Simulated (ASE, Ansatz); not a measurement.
# Twisted silicene bilayer, 87.80° (52 atoms): support functions against a reference

Aim: test how closely localised support functions follow the reference on twisted silicene bilayer, 87.80° (52 atoms), and at what cost. A setting counts as converged where the r.m.s. difference of forces stays under 1 % of the r.m.s. force.

Calculated with Ansatz 0.2.0; Kohn-Sham DFT, PBE+D3(BJ), PAW (set soft_2), plane waves.

**1. The structure**

The cell holds 52 atoms: 52 Si. Cell: a = 13.917 Å, b = 13.917 Å, c = 20.140 Å, α = 90.0°, β = 90.0°, γ = 120.0°. It derives from Si (silicene). Silicene (a = 3.86 Å) under silicene (a = 3.86 Å), bilayer, commensurate cell of 13 unit cells a layer, twist 87.80 deg; facing planes 3.26 Å apart; 16 Å of vacuum; layers as built, displaced by a Gaussian of 0.01 Å. Regions: layer 1, 26 atoms (26 Si); layer 2, 26 atoms (26 Si). Vacuum lies along c.

Limits known from the start: One k-point is far too coarse for the carbon or group-IV sheet, and it can put spurious forces of up to about 1 eV/Å on the sheet's atoms. Beside vacuum, support functions can miss their usual error bounds without a warning. Sampling is at Γ alone, for a cell whose shortest periodic width is 12 Å.

**2. Plane-wave single point**

This run is the reference for what follows, at a cutoff of 420 eV.

input.yaml reads:

```yaml
crystal:
  lattice:
    - [13.9174, 0.0, 0.0]
    - [-6.9587, 12.05282, 0.0]
    - [0.0, 0.0, 20.14]
  atoms:
    - { symbol: Si, position: [0.12761, 0.17888, 0.41904] }
    - { symbol: Si, position: [0.18014, 0.05155, 0.39677] }
    - { symbol: Si, position: [0.20541, 0.48779, 0.41971] }
    - { symbol: Si, position: [0.25795, 0.35979, 0.39734] }
    - { symbol: Si, position: [0.28269, 0.79544, 0.41888] }
    - { symbol: Si, position: [0.33219, 0.66623, 0.3974] }
    - { symbol: Si, position: [0.35843, 0.1007, 0.41871] }
    - { symbol: Si, position: [0.41006, 0.97353, 0.39728] }
    - { symbol: Si, position: [0.43515, 0.40871, 0.41942] }
    - { symbol: Si, position: [0.48593, 0.28188, 0.39762] }
    - { symbol: Si, position: [0.51126, 0.71752, 0.41943] }
    - { symbol: Si, position: [0.56476, 0.58918, 0.39709] }
    - { symbol: Si, position: [0.59023, 0.02667, 0.41951] }
    - { symbol: Si, position: [0.64055, 0.89777, 0.397] }
    - { symbol: Si, position: [0.66552, 0.33283, 0.41892] }
    - { symbol: Si, position: [0.71827, 0.20585, 0.39729] }
    - { symbol: Si, position: [0.74207, 0.64027, 0.41887] }
    - { symbol: Si, position: [0.79618, 0.51327, 0.39666] }
    - { symbol: Si, position: [0.82025, 0.9482, 0.42012] }
    - { symbol: Si, position: [0.8707, 0.81956, 0.39769] }
    - { symbol: Si, position: [0.89841, 0.25665, 0.41975] }
    - { symbol: Si, position: [0.94953, 0.12841, 0.39763] }
    - { symbol: Si, position: [0.97342, 0.56362, 0.41939] }
    - { symbol: Si, position: [0.02515, 0.43537, 0.39753] }
    - { symbol: Si, position: [0.05191, 0.87249, 0.41936] }
    - { symbol: Si, position: [0.10247, 0.74348, 0.39703] }
    - { symbol: Si, position: [0.25652, 0.89837, 0.60318] }
    - { symbol: Si, position: [0.20492, 0.71694, 0.58128] }
    - { symbol: Si, position: [0.3328, 0.66545, 0.6028] }
    - { symbol: Si, position: [0.28135, 0.48626, 0.58208] }
    - { symbol: Si, position: [0.56571, 0.97507, 0.60289] }
    - { symbol: Si, position: [0.51342, 0.7958, 0.58016] }
    - { symbol: Si, position: [0.17997, 0.12864, 0.60252] }
    - { symbol: Si, position: [0.12886, 0.94956, 0.58056] }
    - { symbol: Si, position: [0.40973, 0.43562, 0.60296] }
    - { symbol: Si, position: [0.35992, 0.25651, 0.58099] }
    - { symbol: Si, position: [0.64399, 0.74487, 0.60265] }
    - { symbol: Si, position: [0.58857, 0.56405, 0.58133] }
    - { symbol: Si, position: [0.87206, 0.05123, 0.60196] }
    - { symbol: Si, position: [0.82265, 0.87251, 0.58136] }
    - { symbol: Si, position: [0.48766, 0.20604, 0.60375] }
    - { symbol: Si, position: [0.43618, 0.0266, 0.58038] }
    - { symbol: Si, position: [0.71896, 0.51284, 0.60316] }
    - { symbol: Si, position: [0.6663, 0.33381, 0.58133] }
    - { symbol: Si, position: [0.94856, 0.82093, 0.60246] }
    - { symbol: Si, position: [0.89821, 0.6416, 0.58115] }
    - { symbol: Si, position: [0.79323, 0.28111, 0.60264] }
    - { symbol: Si, position: [0.74279, 0.10165, 0.58032] }
    - { symbol: Si, position: [0.02499, 0.58975, 0.60277] }
    - { symbol: Si, position: [0.97501, 0.41023, 0.58147] }
    - { symbol: Si, position: [0.10286, 0.35885, 0.60219] }
    - { symbol: Si, position: [0.05152, 0.18045, 0.58096] }
kpoints:
  mp_grid: { grid: [1, 1, 1] }
hamiltonian:
  xc: pbe
  dispersion: d3bj
scf:
  occupations: { method: fermi_dirac, width: 0.025 }
output:
  forces: true
  populations: true
  dos:
    method: { smearing: { sigma: 0.15 } }
    de: 0.1
    projected:
      site_lists:
        Si: [Si]
        layer_1: [0, 1, 2, 3, 4, 5, 6, 7, 8, 9, 10, 11, 12, 13, 14, 15, 16, 17, 18, 19, 20, 21, 22, 23, 24, 25]
        layer_2: [26, 27, 28, 29, 30, 31, 32, 33, 34, 35, 36, 37, 38, 39, 40, 41, 42, 43, 44, 45, 46, 47, 48, 49, 50, 51]
  eigenvalues: true
```

On the command line:

```console
$ ansatz run input.yaml --threads 32 --pin off --max-ram 92160MiB --backend cuda --events-out ev --progress --plain --runs-dir out --max-vram 78GiB
```

Numbers of over 12 decimals in the logs are rounded to 6 here.

What it wrote:

```text
Engine: ansatz 0.2.0, aarch64-unknown-linux-gnu
Pseudopotentials: kind: paw
Pseudopotential: Si, paw, valence charge 4, recommended cutoff 420 eV (normal), Si.paw.azcp
[... 5 lines on functional and potentials left out ...]
device memory: the entry about to start is reckoned to put 4.8 GiB on a device that reports 112.8 GiB free (of which the cap on the GPU budget leaves the run 78.0 GiB)
GPU FFT provider: cuFFT
GPU libraries: cuBLAS 13.8.1, cuFFT 12.4.0, cuSOLVER 12.3.2
GPU matrix products: emulated (plane waves: as basis.precision tells), large ones in fixed point in workspaces of 1.00 GiB
Crystal: 52 atoms, lattice volume = 3378.362 Å³
Basis set: ecut = 420 eV, 66097 PW (Γ), exchange–correlation on 192×192×270 points (8 copies of the dense FFT grid, shifted against one another)
Bands: 156, of which v1, the nominal top of the filled ones, is band 104 counted from 1 (103 counted from 0)
Symmetry: 1 space group operations
Space group: P1 (ITA 1), of the structure as read, at distance tolerance 1.5e-4 Å
k-points: 1
[... 3 lines on functional and potentials left out ...]
Initial density: superposition of atomic densities (neutral atoms: chi_scale 0, normalization atom), corrected by the library's trained network
Initial wavefunctions: pseudopotential atomic-orbital guess
GPU buffer pool allocated for 1244160 grid points (all kernels)
GPU transforms: local potential and band sums: pruned to the plane-wave sphere, on 96×96×135
Functional: x = pbe(κ = 0.804, μ = 0.219515), c = pbe(β = 0.066725)
SCF iter   1: F=—  HF=-33043.588727 eV  |F-HF|=—  |Δ(HF+E_count)|=         —  Δρ=1.87e-3  dr2=5.11e-1  ethr=1.77e-3  ⟨swp⟩=8.0  Hψ=868  notcnv=0  defer=21
preconditioner: auto → LDOS  [metal: Δε(μ)=0.054 eV  Ē_g=7.018 eV  σ=0.025 eV  W_gap=0.49  n_scr=298 (ndim 8)  ℏωp=9.2 eV  f_vac=0.572  D(μ)=30.34/eV (n_scr^D=110)  β→1.0]
SCF iter   2: F=—  HF=-33043.565546 eV  |F-HF|=—  |Δ(HF+E_count)|=   2.32e-2  Δρ=1.05e-3  dr2=1.13e-1  ethr=2.46e-4  ⟨swp⟩=4.0  Hψ=307  notcnv=0  defer=40
SCF iter   3: F=—  HF=-33043.552370 eV  |F-HF|=—  |Δ(HF+E_count)|=   1.32e-2  Δρ=3.44e-4  dr2=1.61e-2  ethr=5.42e-5  ⟨swp⟩=3.0  Hψ=210  notcnv=0  defer=40
SCF iter   4: F=—  HF=-33043.550095 eV  |F-HF|=—  |Δ(HF+E_count)|=   2.28e-3  Δρ=1.54e-4  dr2=4.27e-3  ethr=7.76e-6  ⟨swp⟩=2.0  Hψ=191  notcnv=0  defer=40
SCF iter   5: F=—  HF=-33043.549087 eV  |F-HF|=—  |Δ(HF+E_count)|=   1.01e-3  Δρ=7.32e-5  dr2=5.80e-4  ethr=2.05e-6  ⟨swp⟩=3.0  Hψ=253  notcnv=0  defer=40
SCF iter   6: F=—  HF=-33043.551289 eV  |F-HF|=—  |Δ(HF+E_count)|=   2.20e-3  Δρ=3.74e-5  dr2=1.38e-4  ethr=2.79e-7  ⟨swp⟩=2.0  Hψ=173  notcnv=0  defer=40
SCF iter   7: F=—  HF=-33043.551287 eV  |F-HF|=—  |Δ(HF+E_count)|=   2.43e-6  Δρ=2.01e-5  dr2=5.00e-5  ethr=6.65e-8  ⟨swp⟩=2.0  Hψ=191  notcnv=0  defer=40
SCF iter   8: F=—  HF=-33043.550478 eV  |F-HF|=—  |Δ(HF+E_count)|=   8.09e-4  Δρ=9.21e-6  dr2=1.28e-5  ethr=2.40e-8  ⟨swp⟩=3.0  Hψ=260  notcnv=0  defer=40
SCF iter   9: F=—  HF=-33043.550478 eV  |F-HF|=—  |Δ(HF+E_count)|=   3.00e-7  Δρ=4.80e-6  dr2=3.87e-6  ethr=6.14e-9  ⟨swp⟩=2.0  Hψ=181  notcnv=0  defer=40
SCF iter  10: F=—  HF=-33043.550478 eV  |F-HF|=—  |Δ(HF+E_count)|=   1.18e-7  Δρ=2.64e-6  dr2=1.26e-6  ethr=1.86e-9  ⟨swp⟩=2.0  Hψ=191  notcnv=0  defer=40
SCF iter  11: F=—  HF=-33043.550478 eV  |F-HF|=—  |Δ(HF+E_count)|=   4.13e-8  Δρ=1.44e-6  dr2=3.61e-7  ethr=6.07e-10  ⟨swp⟩=3.0  Hψ=235  notcnv=0  defer=40
SCF iter  12: F=-33043.550478 eV  HF=-33043.550478 eV  |F-HF|=9.26e-9  |Δ(HF+E_count)|=   6.96e-9  Δρ=7.82e-7  dr2=7.80e-8  ethr=4.81e-11  ⟨swp⟩=13.0  Hψ=1046  notcnv=0
SCF 1 converged in 12 iterations: F = -33043.550478 eV  dr2 = 7.80e-8
  greatest PAW one-centre occupation: 0.650 electrons in one spin orbital (limit 2), on the Si atom at site 30 (counted from 0), in its partial waves of l = 0
SCF converged after 12 iterations
Free energy (F): -33043.550478 eV
Harris-Foulkes:  -33043.550478 eV  (|F-HF|=9.26e-9)
Internal energy: -33043.487216 eV  (E = F + TS)
E sigma→0 (E₀):  -33043.518847 eV
Entropy (-TS):   -0.063261 eV (-1.217 meV/atom)
Fermi energy:    -1.204012 eV
--- Per-component energies (eV) ---
  E_band       = -1292.553894
  E_kinetic    = 2028.853272
  E_local      = -36567.703824  (includes V_loc(G=0)·N_el)
  E_nonlocal   = 1356.343456
  E_hartree    = 17191.867211
  E_xc         = -2826.447544
  E_vxc        = -2370.405694  (∫ρ·V_xc dr)
  E_paw        = -26659.283101  (= ΣΔE_a)
  E_vpaw       = -123.373137  (= ΣTr[D̂ρ^β])
  E_aug_tail   = 0.000330  (compensation charges beyond the density's cutoff)
  E_ewald      = 12447.026029
  E_disp       = -14.143045  (pairwise vdW)
  E_smearing   = -0.063261  (= −TS)
  E_closure    = 0.000000  (closes the sum)
  Σ components = -33043.550478   (vs F -33043.550478, Δ=0.00e0)
--- Forces (eV/Å), atoms counted from 1 ---
[... 52 lines of forces left out ...]
  max |Σ_I F_I| component: 5.81e-5 eV/Å
--- Band table (eV) ---
[... left out ...]
--- Löwdin populations: 52 sites ---
  site symbol       q [e]
[... 52 lines, one an atom, left out ...]
  spilling = 0.012577 (of n_electrons = 208.000000)
```

It took 2 s on 1 × NVIDIA GB200 with 32 threads of Arm Neoverse V2, shared host; peak memory 1.3 GiB.

The column dr2 measures how far the density is from self-consistency, as an energy; F and HF (Harris–Foulkes) agree once it is small.

That memory is the host's; the program planned up to 4.8 GiB on the GPU. Forces of this run were stored rounded, and per-atom blocks of the log weren't kept.

The run gave:

```yaml
free_energy: -33043.5505 eV
free_energy_per_atom: -635.4529 eV/atom
scf_cycles: 12
r_m_s_force_component: 0.2785 eV/Å
longest_force: 0.7862 eV/Å
fermi_energy: -1.204 eV
levels_partly_filled_by_over_2_per_cent: 2
spilling_of_the_projection: 0.01258
```

Length of the force by element:

```tsv
element	coordination	atoms	mean length of the force (eV/Å)	spread	least	most
Si	all	52	0.445	0.188	0.09	0.786
```

The mean of these charges, 0.050 e, is only the charge that the projection spills.

Löwdin charges by element (they lack the spilled electrons, 0.050 e an atom on average):

```tsv
element	coordination	atoms	mean charge (e)	spread	least	most
Si	all	52	0.0503	0.0091	0.0336	0.0667
```

By region:

```tsv
region	atoms	mean length of the force (eV/Å)
layer 1	26	0.415
layer 2	26	0.473
```

States in the cell by windows of 1 eV, zero at the Fermi level; some projections on atomic orbitals stand beside the total:

```tsv
from (eV)	to (eV)	total	Si p	layer 2	layer 1	Si s
-13	-12	0.0	0.0	0.0	0.0	0.0
-12	-11	3.3	0.1	1.6	1.6	3.1
-11	-10	23.8	5.4	11.8	11.8	18.2
-10	-9	7.3	2.3	3.7	3.5	5.0
-9	-8	17.6	5.4	8.6	8.8	12.0
-8	-7	21.9	11.3	10.9	10.8	10.4
-7	-6	2.1	1.0	1.0	1.0	1.0
-6	-5	6.4	3.8	3.3	3.0	2.6
-5	-4	19.4	12.0	9.4	9.7	7.1
-4	-3	34.9	33.0	17.2	17.2	1.5
-3	-2	27.4	26.3	13.5	13.5	0.7
-2	-1	32.0	30.5	15.7	15.8	1.0
-1	0	12.6	11.7	6.2	6.2	0.7
0	1	12.7	11.5	6.1	6.1	0.7
1	2	32.0	20.0	14.7	14.5	9.2
```

Not all projections were asked for or kept, so they needn't add up to the total.

The levels nearest the highest filled one (over half full), pooled over k-points and spins:

```tsv
level less the highest filled one (eV)	occupation
-0.756	2
-0.62	2
-0.609	2
-0.293	2
-0.291	2
0	1.35
0.0361	0.654
0.258	0
0.274	0
0.518	0
0.527	0
0.650	0
```

Löwdin charges run from +0.03 to +0.07 e, about a mean that is the spilled charge alone. Within 0.4 eV of the Fermi level the largest share is Si p (95 % of the projected weight).

**3. Distances and neighbours**

Bonds and neighbours are counted at the geometry of the runs.

Normalised to the volume that the atoms fill. Pair distribution function in bins of 0.2 Å:

```tsv
r (Å)	total
2.20	4.54
2.40	0.06
2.60	0.00
2.80	0.00
3.00	0.00
3.20	0.03
3.40	0.16
3.60	0.00
3.80	3.59
4.00	0.32
4.20	0.17
4.40	1.56
4.60	0.49
4.80	0.08
5.00	0.66
5.20	0.20
5.40	0.17
5.60	0.41
5.80	0.48
6.00	1.29
6.20	0.29
6.40	0.22
6.60	1.14
6.80	0.29
7.00	0.26
7.20	0.33
7.40	0.15
7.60	0.16
```

Bonds by pair of elements; cutoffs follow the first minimum of g(r), held within bounds set by covalent radii, and pairs that aren't listed don't count as bonded:

```tsv
pair A-B	cutoff (Å)	bonds	mean length (Å)	spread (Å)	shortest (Å)	B about A	A about B
Si-Si	2.68	78	2.27	0.013	2.24	3	3
```

How many atoms have how many bonded neighbours:

```tsv
element	mean	3
Si	3	52
```

Bond angles (no mean is given where the spread exceeds 20°):

```tsv
angle	count	mean (°)	spread (°)
Si-Si-Si	156	116	0.5
```

Counting bonds as in the table, all Si atoms have 3 bonded neighbours. The Si-Si-Si angle averages 116° with a spread of 0.5°.

A closer look about Si44, which bears the longest force: 11 atoms, nearest first, numbered in the order of the input, with positions taken from that point.

```tsv
atom	x	y	z	distance (Å)	bonds	Löwdin charge (e)	Fx	Fy	Fz (eV/Å)
Si44	0.00	0.00	0.00	0.00	3	0.04	0.07	-0.03	-0.78
Si43	-0.51	2.16	0.44	2.26	3	0.04	-0.52	0.18	0.06
Si41	-1.60	-1.54	0.45	2.26	3	0.04	0.14	-0.35	0.12
Si47	2.13	-0.64	0.43	2.27	3	0.04	0.40	0.29	0.06
Si15	0.00	-0.01	-3.27	3.27	3	0.04	0.07	0.21	0.70
Si36	-3.73	-0.93	-0.01	3.84	3	0.04	-0.22	-0.11	-0.39
Si42	-1.06	-3.70	-0.02	3.85	3	0.06	0.00	0.20	-0.37
Si38	-2.68	2.78	0.00	3.86	3	0.06	0.62	0.06	-0.39
Si46	1.09	3.71	0.00	3.87	3	0.04	-0.25	0.14	-0.41
Si48	2.68	-2.80	-0.02	3.87	3	0.04	0.38	0.21	-0.41
Si50	3.76	0.92	0.00	3.88	3	0.06	-0.43	-0.35	-0.40
```

The column of bonds counts only the pairs Si-Si within 2.68 Å; other neighbours, such as metal atoms beside each other in a compound, aren't counted, and periodic images can show an atom twice.

**4. Support functions medium**

The cell is solved in localised support functions. The level medium gives here a grid of 60×60×90 points and a radius of 4.55 Å.

This step: Kohn-Sham DFT, PBE+D3(BJ), PAW (set soft_2), localised support functions (medium) (Ansatz 0.2.0).

input.yaml, the sections that differ from step 2:

```yaml
scf:
  occupations: { method: fermi_dirac, width: 0.025 }
  eigensolver: { kind: { support_functions: { accuracy: medium } } }
  mixing: { beta: 0.4 }
  max_iter: 150
output:
  forces: true
  eigenvalues: true
# crystal, kpoints, hamiltonian: as in step 2
```

What it wrote:

```text
Warning: scf.eigensolver.kind.support_functions: disabling space-group detection — the functions' gradient is summed over unrotated k-points, so no spatial operation reduces the k-mesh or symmetrises the density; time reversal is kept, so that k and −k are solved as one point where they differ and the mesh holds both, and exact exchange and, on two spinor components, a DFT+U term hold to it where the run has them: [...]
settings of this run that can trade accuracy for cost: scf.eigensolver.kind.support_functions [...]
[...]
GPU FFT provider: cuFFT
GPU libraries: cuBLAS 13.8.1, cuFFT 12.4.0, cuSOLVER 12.3.2
[...]
Crystal: 52 atoms, lattice volume = 3378.362 Å³
Basis set: ecut = 420 eV, 66097 PW (Γ), exchange–correlation on 192×192×270 points (8 copies of the dense FFT grid, shifted against one another)
Bands: 125, of which v1, the nominal top of the filled ones, is band 104 counted from 1 (103 counted from 0)
Symmetry: 1 space group operations
k-points: 1
[...]
GPU buffer pool allocated for 1244160 grid points (all kernels)
Eigensolver: Support functions (medium, 60×60×90 points, laid for a spacing of at most 0.257060 Å, radius 4.547944 Å, 109 sites without an atom, 0 species' potentials softened for the grid, 1 wholly corrected for its errors in the mean over positions, 1 with the egg-box correction, energy correction by exact trace)
[...]
SCF iter   1: F=—  HF=-33033.433792 eV  |F-HF|=—  |Δ(HF+E_count)|=         —  Δρ=1.95e-2  dr2=1.35e1  ethr=1.00e-1
[...]
SCF iter  15: F=-33043.562518 eV  HF=-33043.562319 eV  |F-HF|=1.99e-4  |Δ(HF+E_count)|=   3.00e-4  Δρ=3.20e-6  dr2=9.55e-7  ethr=1.50e-9
SCF 1 converged in 15 iterations: F = -33043.563977 eV  dr2 = 9.55e-7
[...]
SCF converged after 15 iterations
Stability not checked: this state was not tested for a lower state beside it, because the mixer in use, unlike msr1, does not test its closes by its own steps (another_mixer; see scf.mixing.algorithm and scf.lower_state_search)
Free energy (F): -33043.563977 eV
[...]
Internal energy: -33043.500713 eV  (E = F + TS)
E sigma→0 (E₀):  -33043.532345 eV
Entropy (-TS):   -0.063264 eV (-1.217 meV/atom)
Fermi energy:    -1.204012 eV
[...]
--- Forces (eV/Å), atoms counted from 1 ---
[... 52 lines of forces left out ...]
  max |Σ_I F_I| component: 6.59e-4 eV/Å
--- Band table (eV) ---
[... left out ...]
```

Run time: 2.9 s. Hardware: 1 × NVIDIA GB200 with 32 threads; peak memory 1.2 GiB; 8.9 s of CPU time.

That memory is the host's; the program planned up to 3.5 GiB on the GPU.

The program notes that the band table was not solved further than the SCF left it and it switched symmetry off. Further notices: vacuum switching off with vacuum.

Keys that differ from the reference: support_functions.accuracy = "medium", scf.max_iter = 150 and scf.mixing.beta = 0.4.

Forces differ from the reference by 0.082 meV/Å r.m.s., 0.029 % of their size, well within a tolerance of 1 %; the energy by -0.26 meV/atom. The two runs also began from different starting densities, which bears on cycles and time.

**5. What each setting buys**

Each row is set against the plane-wave reference (Kohn-Sham DFT, PBE+D3(BJ), PAW (set soft_2), plane waves; r.m.s. force component 0.279 eV/Å). Energies are set beside the reference only for runs with its functional, potentials and electron count. Times are for 1 × NVIDIA GB200 with 32 threads of Arm Neoverse V2, shared host. The reference's time includes the DOS, which some other runs skip.

```tsv
run	Δ force, r.m.s. (meV/Å)	share of r.m.s. force (%)	Δ energy (meV/atom)	cycles	time	host memory (GiB)	planned on the GPU (GiB)
reference	-	-	-	12	2 s	1.3	4.8
support functions medium	0.082	0.0293	-0.260	15	2.9 s	1.2	3.5
```

**6. Outcome**

```
free energy per atom        : -635.4529 eV/atom
r.m.s. force component      : 0.2785 eV/Å
wall time of the 2 DFT runs : 4.9 s
```

In words: Against plane waves at 420 eV, the forces differ by 0.082 meV/Å (0.029 %) with support functions medium. At 52 atoms the run with support functions medium takes roughly 1.4 times the time of plane waves (whose run also made extra analyses, so the like-for-like ratio is larger), in 15 SCF cycles against 12. Differences between support functions and plane waves include what basis error the plane-wave run still has.

No gap is quoted, since levels at the Fermi energy are partly filled. Counting bonds as in the table, all Si atoms have 3 bonded neighbours.

**Limits.** The geometry was built by rule, was displaced at random and isn't relaxed at this level: its force components are 0.28 eV/Å r.m.s.

[Logs are printed without paths, hosts, clocks, repeated set-up lines and the standing remarks that a program may print on its own settings, such as how far it seeks lower states.]

[Hosts, paths, dates, database ids (printed as entryN), source tags and the programs' standing remarks are cut or masked in the printed files.]
